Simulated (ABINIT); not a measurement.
# RbBr: optical spectrum from first principles

Wanted: where RbBr starts to absorb, how strongly, and its refractive index. The cell comes from an older database entry, whose edges can differ from later determinations, mostly by under a per cent.

Main program and level: ABINIT 10.8.3; DFT, PBE, plane waves with norm-conserving potentials (PseudoDojo), scalar-relativistic, independent-particle linear optical response without local fields.

The database entry behind the starting cell differs from later determinations by our own check (about 0.5 % short), so it need not match the best structure at ambient conditions.

## Step 1: The structure

It takes space group Fm-3m (No. 225, cubic). The conventional cell has a = 6.854 Å, b = 6.854 Å, c = 6.854 Å, α = 90.00°, β = 90.00°, γ = 90.00°. Rb has 6 Br at 3.43 Å nearest. Nearest to Br lie 6 Rb at 3.43 Å. Farther neighbours and most contacts between anions are not listed.

## Step 2: Ground state, bands and velocity matrix elements

First the ground state: is it a metal or has it a gap?

This step: DFT, PBE, plane waves with norm-conserving potentials (PseudoDojo), scalar-relativistic, ground state, bands at fixed density and velocity matrix elements (ABINIT 10.8.3).

run.abi

```
# ground state, bands on a dense mesh, and the derivatives d/dk of the wave functions
ndtset 3

ngkpt1 6 6 6
shiftk1 0.0 0.0 0.0
tolvrs1 1.0d-12
nband1 12
prtden1 1

iscf2 -2
getden2 1
ngkpt2 9 9 9
shiftk2 0.0 0.0 0.0
kptopt2 1
nband2 43
nbdbuf2 4
tolwfr2 1.0d-14

optdriver3 8
wfk_task3 "wfk_ddk"
prtevk3 1
getwfk3 2
getden3 1
iscf3 -2
ngkpt3 9 9 9
shiftk3 0.0 0.0 0.0
kptopt3 1
nband3 43

nshiftk 1
occopt 3
tsmear 0.001837
ecut 35.0
nstep 80
iomode 3
chksymbreak 0
chkprim 0
chksymtnons 0
acell 3*1.0 Angstrom
rprim
  0.000000000000 3.427000000000 3.427000000000
  3.427000000000 0.000000000000 3.427000000000
  3.427000000000 3.427000000000 0.000000000000
natom 2
ntypat 2
znucl 37 35
typat 1 2
xred
  0.000000000000 0.000000000000 0.000000000000
  0.500000000000 0.500000000000 0.500000000000
pseudos "Rb.upf, Br.upf"
```

Command:

```console
$ mpirun -n 4 abinit run.abi
```

Numbers of over 12 decimals in the logs are rounded to 6 here.

The program printed:

```text
DATASET    1 : space group Fm -3 m (#225); Bravais cF (face-center cubic)
 DATASET    2 : space group Fm -3 m (#225); Bravais cF (face-center cubic)
 DATASET    3 : space group Fm -3 m (#225); Bravais cF (face-center cubic)
            ngfft          50      50      50
                         0.11111    0.11111    0.05556    0.02778    0.11111    0.05556
                         0.01389    0.11111    0.11111    0.05556
                         0.03292    0.03292    0.03292    0.03292    0.03292    0.03292
                         0.01646    0.00823    0.03292    0.03292    0.03292    0.03292
                         0.01646    0.00823    0.03292    0.03292    0.01646    0.00823
                         0.01646    0.03292    0.06584    0.06584    0.03292    0.06584
                         0.06584    0.03292    0.03292    0.03292    0.03292
                         0.03292    0.03292    0.03292    0.03292    0.03292    0.03292
                         0.01646    0.00823    0.03292    0.03292    0.03292    0.03292
                         0.01646    0.00823    0.03292    0.03292    0.01646    0.00823
                         0.01646    0.03292    0.06584    0.06584    0.03292    0.06584
                         0.06584    0.03292    0.03292    0.03292    0.03292
== DATASET  1 ==================================================================
 Real(R)+Recip(G) space primitive vectors, cartesian coordinates (Bohr,Bohr^-1):
 R(1)=  0.0000000  6.4760914  6.4760914  G(1)= -0.0772071  0.0772071  0.0772071
 R(2)=  6.4760914  0.0000000  6.4760914  G(2)=  0.0772071 -0.0772071  0.0772071
 R(3)=  6.4760914  6.4760914  0.0000000  G(3)=  0.0772071  0.0772071 -0.0772071
 Unit cell volume ucvol=  5.4321144E+02 bohr^3
 Angles (23,13,12)=  6.00000000E+01  6.00000000E+01  6.00000000E+01 degrees
 getcut: wavevector=  0.0000  0.0000  0.0000  ngfft=  50  50  50
     iter   Etot(hartree)      deltaE(h)  residm     vres2
 ETOT  1  -42.916529417406    -4.292E+01 2.155E-02 1.530E+02
 ETOT  2  -42.938206853101    -2.168E-02 3.191E-03 7.742E+00
 ETOT  3  -42.938720241560    -5.134E-04 7.469E-04 1.123E+00
 ETOT  4  -42.938740445860    -2.020E-05 5.235E-04 8.911E-02
 ETOT  5  -42.938742001365    -1.556E-06 2.378E-04 1.045E-03
 ETOT  6  -42.938742025306    -2.394E-08 1.325E-04 8.671E-06
 ETOT  7  -42.938742025867    -5.608E-10 9.141E-05 2.946E-07
 ETOT  8  -42.938742025875    -8.448E-12 8.222E-05 1.399E-08
 ETOT  9  -42.938742025877    -2.125E-12 1.106E-04 3.608E-10
 ETOT 10  -42.938742025874     2.629E-12 9.833E-05 2.234E-12
 ETOT 11  -42.938742025876    -1.599E-12 1.296E-04 9.035E-14
 At SCF step   11       vres2   =  9.04E-14 < tolvrs=  1.00E-12 =>converged.
 Cartesian components of stress tensor (hartree/bohr^3)
  sigma(1 1)= -3.38630958E-05  sigma(3 2)=  0.00000000E+00
  sigma(2 2)= -3.38630958E-05  sigma(3 1)=  0.00000000E+00
  sigma(3 3)= -3.38630958E-05  sigma(2 1)=  0.00000000E+00
 Mean square residual over all n,k,spin=   92.867E-08; max=  12.960E-05
 Fermi (or HOMO) energy (hartree) =   0.03239   Average Vxc (hartree)=  -0.27156
 Eigenvalues (hartree) for nkpt=  16  k points:
 kpt#   1, nband= 12, wtk=  0.00463, kpt=  0.0000  0.0000  0.0000 (reduced coord)
  -0.93581   -0.48602   -0.35045   -0.35045   -0.35045   -0.03830   -0.03830   -0.03830
   0.12207    0.22944    0.22944    0.22944
   2.00000    2.00000    2.00000    2.00000    2.00000    2.00000    2.00000    2.00000
   0.00000    0.00000    0.00000    0.00000
kinetic             :  1.16844585673473E+01
hartree             :  7.38225459701503E+00
xc                  : -1.22927696091748E+01
Ewald energy        : -2.83094525709479E+01
psp_core            :  1.35794780975051E+00
local_psp           : -2.38296578630713E+01
non_local_psp       :  1.06847704320513E+00
internal            : -4.29387420258760E+01
'-kT*entropy'       :  1.25262822077192E-15
total_energy        : -4.29387420258760E+01
total_energy_eV     : -1.16842269418265E+03
 Cartesian components of stress tensor (hartree/bohr^3)
  sigma(1 1)= -3.38630958E-05  sigma(3 2)=  0.00000000E+00
  sigma(2 2)= -3.38630958E-05  sigma(3 1)=  0.00000000E+00
  sigma(3 3)= -3.38630958E-05  sigma(2 1)=  0.00000000E+00
-Cartesian components of stress tensor (GPa)         [Pressure=  9.9629E-01 GPa]
== DATASET  2 ==================================================================
 Real(R)+Recip(G) space primitive vectors, cartesian coordinates (Bohr,Bohr^-1):
 R(1)=  0.0000000  6.4760914  6.4760914  G(1)= -0.0772071  0.0772071  0.0772071
 R(2)=  6.4760914  0.0000000  6.4760914  G(2)=  0.0772071 -0.0772071  0.0772071
 R(3)=  6.4760914  6.4760914  0.0000000  G(3)=  0.0772071  0.0772071 -0.0772071
 Unit cell volume ucvol=  5.4321144E+02 bohr^3
 Angles (23,13,12)=  6.00000000E+01  6.00000000E+01  6.00000000E+01 degrees
 getcut: wavevector=  0.0000  0.0000  0.0000  ngfft=  50  50  50
 Mean square residual over all n,k,spin=   48.422E-16; max=  99.996E-16
 Eigenvalues (hartree) for nkpt=  35  k points:
 kpt#   1, nband= 43, wtk=  0.00137, kpt=  0.0000  0.0000  0.0000 (reduced coord)
  -0.93581   -0.48602   -0.35045   -0.35045   -0.35045   -0.03830   -0.03830   -0.03830
   0.12207    0.22944    0.22944    0.22944    0.26212    0.26212    0.36526    0.54365
   0.54365    0.54365    0.55491    0.55491    0.55491    0.65396    0.65396    0.66356
   0.66356    0.66356    0.70842    0.80134    0.80134    0.80134    0.81285    0.81285
   0.89151    0.89151    0.89151    0.91748    1.07945    1.07945    1.07945    1.11385
== DATASET  3 ==================================================================
            ngfft          50      50      50
                         0.11111    0.11111    0.05556    0.02778    0.11111    0.05556
                         0.01389    0.11111    0.11111    0.05556
                         0.03292    0.03292    0.03292    0.03292    0.03292    0.03292
                         0.01646    0.00823    0.03292    0.03292    0.03292    0.03292
                         0.01646    0.00823    0.03292    0.03292    0.01646    0.00823
                         0.01646    0.03292    0.06584    0.06584    0.03292    0.06584
                         0.06584    0.03292    0.03292    0.03292    0.03292
                         0.03292    0.03292    0.03292    0.03292    0.03292    0.03292
                         0.01646    0.00823    0.03292    0.03292    0.03292    0.03292
                         0.01646    0.00823    0.03292    0.03292    0.01646    0.00823
                         0.01646    0.03292    0.06584    0.06584    0.03292    0.06584
                         0.06584    0.03292    0.03292    0.03292    0.03292
[shortened to cell, iterations, levels, energies and stress; the echo of variables, forces, comments, warnings and credits are left out]
```

Elapsed: 1.9 min, on 4 MPI ranks of Intel Xeon Platinum 8259CL at 2.50GHz (Skylake/Cascade Lake), shared host; peak memory 0.14 GiB.

This step gave:

```
total energy           : -42.94 Ha
gap on the k-mesh      : 4.364 eV
direct gap on the mesh : 4.364 eV
```

There is a gap, 4.36 eV on this mesh (points off the mesh can give less), so no carriers' term is needed.

## Step 3: Optical response

The spectrum is a sum over vertical transitions between filled and empty bands at the fixed density, so many empty bands are needed.

This step: DFT, PBE, plane waves with norm-conserving potentials (PseudoDojo), scalar-relativistic, independent-particle linear optical response without local fields (ABINIT 10.8.3).

optic.abi

```
&FILES
 ddkfile_1 = 'runo_DS3_1_EVK.nc',
 ddkfile_2 = 'runo_DS3_2_EVK.nc',
 ddkfile_3 = 'runo_DS3_3_EVK.nc',
 wfkfile = 'runo_DS2_WFK.nc'
/
&PARAMETERS
 broadening = 0.001837,
 domega = 0.0020212,
 maxomega = 0.80849,
 scissor = 0.0,
 tolerance = 0.002,
 nband_sum = 39
/
&COMPUTATIONS
 num_lin_comp = 1,
 lin_comp = 11,
 num_nonlin_comp = 0,
 num_linel_comp = 0,
 num_nonlin2_comp = 0
/
```

Command:

```console
$ optic optic.abi
```

The program printed:

```text

 OPTIC has originally been developed by
 S. Sharma, J. K. Dewhurst and C. Ambrosch-Draxl, Phys. Rev. B 67, 165332 (2003), and
 S. Sharma and C. Ambrosch-Draxl, Physica Scripta T 109 (2004).

 rprimd(bohr)      =   0.00000   6.47609   6.47609
                       6.47609   0.00000   6.47609
                       6.47609   6.47609   0.00000
 natom             =       2
 nkpt,mband        =      35      43
 ecut              =  35.00000 Ha
 newocc: new Fermi energy is       0.050624 , with nelect=     16.000000, Number of bisection calls: 5
 Fermi level: 1.3775  (eV)

 fermie            =   0.05062 Ha   1.37754 eV
 Scissor shift     =   0.00000 Ha
 Tolerance on closeness to singularities     =   0.00200 Ha
 Smearing factor      =   0.00184 Ha
 Will use the antiresonant approximation (meaning that the antiresonant terms are neglected)
 Will not perform the bands decomposition
 linear coeffs to be calculated :
 11
 non-linear coeffs to be calculated :

 electronic part of electro-optic coeffs to be calculated :

 non-linear coeffs (V2) to be calculated :

 linear optic matrix elements will be printed :0
 optic : Call pmat2cart
 No scissor shift to be applied. Returning to main optic routine.
 optic : Call linopt
  linopt            1           1
 calculated the component:           1           1   of dielectric function
  with broadening:         (0.000000,1.83700000000000009E-003)
 and scissors shift:   0.000000
 energy window:   55.071024      eV   2.023823      Ha
 optic : Call nlinopt
 optic : Call linelop
 optic : Call nonlinopt

================================================================================

 Calculation completed.
-
program: optic
version: 10.8.3
start_datetime:
end_datetime:
overall_cpu_time:           0.2
overall_wall_time:           0.2
mpi_procs: 1
omp_threads: 1
...
```

The job ended after 0.9 s (1 thread; peak memory 0.05 GiB).

Read-outs, printed or worked out from the files:

* electronic dielectric constant ε∞, mean over x, y and z (by symmetry where fewer were run): 2.822

The Im ε, E ∥ x has structure finer than the step of the table below, so its rows give means over 0.5 eV, whole bins alone (the curve runs from 0.0550 to 21.9 eV). Peaks (eV: height): 6.27: 2.82, 6.82: 4.43, 7.20: 5.85, 7.59: 4.05, 8.91: 5.46, 9.29: 5.38, 9.68: 4.06.

Sum at mesh points, not converged in k; values under the direct gap are tails of Lorentzian lines. Table of Im ε, E ∥ x by photon energy; means over each step:

photon energy (eV), Im ε, E ∥ x and a bar:
```
      0.5       0.00 
      1.0       0.00 
      1.5       0.00 
      2.0       0.01 
      2.5       0.01 
      3.0       0.01 
      3.5       0.02 
      4.0       0.04 
      4.5       0.31 ##
      5.0       0.54 ####
      5.5       0.95 #######
      6.0       1.88 #############
      6.5       2.58 ##################
      7.0       4.10 #############################
      7.5       3.03 ######################
      8.0       1.70 ############
      8.5       2.12 ###############
      9.0       4.22 ##############################
      9.5       3.83 ###########################
     10.0       2.57 ##################
     10.5       1.34 ##########
     11.0       0.96 #######
     11.5       0.91 ######
     12.0       0.86 ######
     12.5       1.02 #######
     13.0       0.62 ####
     13.5       0.54 ####
     14.0       1.33 #########
     14.5       2.43 #################
     15.0       1.79 #############
     15.5       1.87 #############
     16.0       1.27 #########
     16.5       0.86 ######
     17.0       1.56 ###########
     17.5       2.29 ################
     18.0       2.12 ###############
     18.5       1.33 #########
     19.0       1.10 ########
     19.5       1.79 #############
     20.0       0.97 #######
     20.5       0.83 ######
     21.0       0.73 #####
     21.5       0.41 ###
```

The reflectivity at normal incidence, E ∥ x has structure finer than the step of the table below, so its rows give means over 1 eV, whole bins alone (the curve runs from 0.0550 to 21.9 eV). Peaks (eV: height): 9.3: 30.8, 9.8: 35.0, 10.4: 30.3, 19.7: 34.1, 20.0: 39.7, 21.0: 38.3, 21.6: 33.9.

Sum at mesh points, not converged in k. Table of reflectivity at normal incidence, E ∥ x by photon energy; means over each step:

```
photon energy (eV)  reflectivity at normal incidence, E ∥ x (%)
                 1                                         6.56
                 2                                         6.91
                 3                                         7.64
                 4                                         9.27
                 5                                         11.8
                 6                                         15.0
                 7                                         19.3
                 8                                         11.9
                 9                                         21.0
                10                                         26.4
                11                                         11.0
                12                                         4.69
                13                                         3.05
                14                                         8.20
                15                                         12.9
                16                                         10.7
                17                                         8.04
                18                                         20.4
                19                                         13.5
                20                                         27.0
                21                                         25.4
```

The loss function −Im 1/ε at q → 0, E ∥ x has structure finer than the step of the table below, so its rows give means over 0.5 eV, whole bins alone (the curve runs from 0.0550 to 21.9 eV). Peaks (eV: height): 10.61: 1.17, 10.94: 1.28, 16.17: 0.992, 18.64: 1.02, 20.46: 1.72, 21.39: 2.52, 21.67: 3.42.

Sum at mesh points, not converged in k; values under the direct gap are tails of Lorentzian lines. Table of loss function −Im 1/ε at q → 0, E ∥ x by energy loss; means over each step:

```
energy loss (eV)  loss function −Im 1/ε at q → 0, E ∥ x
             1.0                                 3.3e-4
             1.5                                 5.0e-4
             2.0                                 7.0e-4
             2.5                                 9.4e-4
             3.0                                0.00125
             3.5                                0.00170
             4.0                                0.00295
             4.5                                 0.0186
             5.0                                 0.0342
             5.5                                 0.0527
             6.0                                 0.0695
             6.5                                 0.0998
             7.0                                  0.141
             7.5                                  0.272
             8.0                                  0.266
             8.5                                  0.160
             9.0                                  0.173
             9.5                                  0.261
            10.0                                  0.389
            10.5                                  0.749
            11.0                                  0.912
            11.5                                  0.572
            12.0                                  0.559
            12.5                                  0.502
            13.0                                  0.392
            13.5                                  0.169
            14.0                                  0.165
            14.5                                  0.296
            15.0                                  0.449
            15.5                                  0.516
            16.0                                  0.699
            16.5                                  0.514
            17.0                                  0.302
            17.5                                  0.358
            18.0                                  0.474
            18.5                                  0.760
            19.0                                  0.827
            19.5                                  0.524
            20.0                                  0.882
            20.5                                   1.23
            21.0                                   1.20
            21.5                                   2.39
```

From ε follow the optical constants at some laser and lamp lines:

```
wavelength (nm)     n      k  R (%)     1/α
           1550  1.68  0.001    6.5  200 µm
           1064  1.69  0.001    6.6   92 µm
            633  1.71  0.002    6.9   29 µm
            532  1.73  0.002    7.1   19 µm
            405  1.77  0.004    7.7  9.1 µm
            248  1.99  0.073   11.0  269 nm
            193  2.21  0.560   16.8   27 nm
```

Below the direct gap, k and the depth come from the tails of the Lorentzian lines, not from transitions.

Rows near the edge hang on the gap, which this functional as a rule makes too small, and phonon-assisted absorption is left out.

## Step 4: Outcome

| Item | Value |
| --- | --- |
| electronic dielectric constant ε∞, mean over x, y and z (by symmetry where fewer were run) (independent particles) | 2.82 |

**Reading.** At this level (PBE, independent particles) RbBr has ε∞ = 2.82 and n = 1.68 at 1550 nm. On the mesh the gap is 4.36 eV and the least direct gap 4.36 eV. Excitons and phonon-assisted transitions are missing, and so are local fields; PBE gaps are as a rule too small, which pulls the onset down and ε∞ up. The sum runs over mesh points 0.18 Å⁻¹ apart with no interpolation, so peaks are partly noise of the mesh and static values carry its error. Besides steps told in other documents, this task had 1 run with a known fault of program or setting; those not told in a step above aren't shown.

[Logs are printed without paths, hosts, clocks, repeated set-up lines and the standing remarks that a program may print on its own settings, such as how far it seeks lower states.]

[Hosts, paths, dates, database ids (printed as entryN), source tags and the programs' standing remarks are cut or masked in the printed files.]
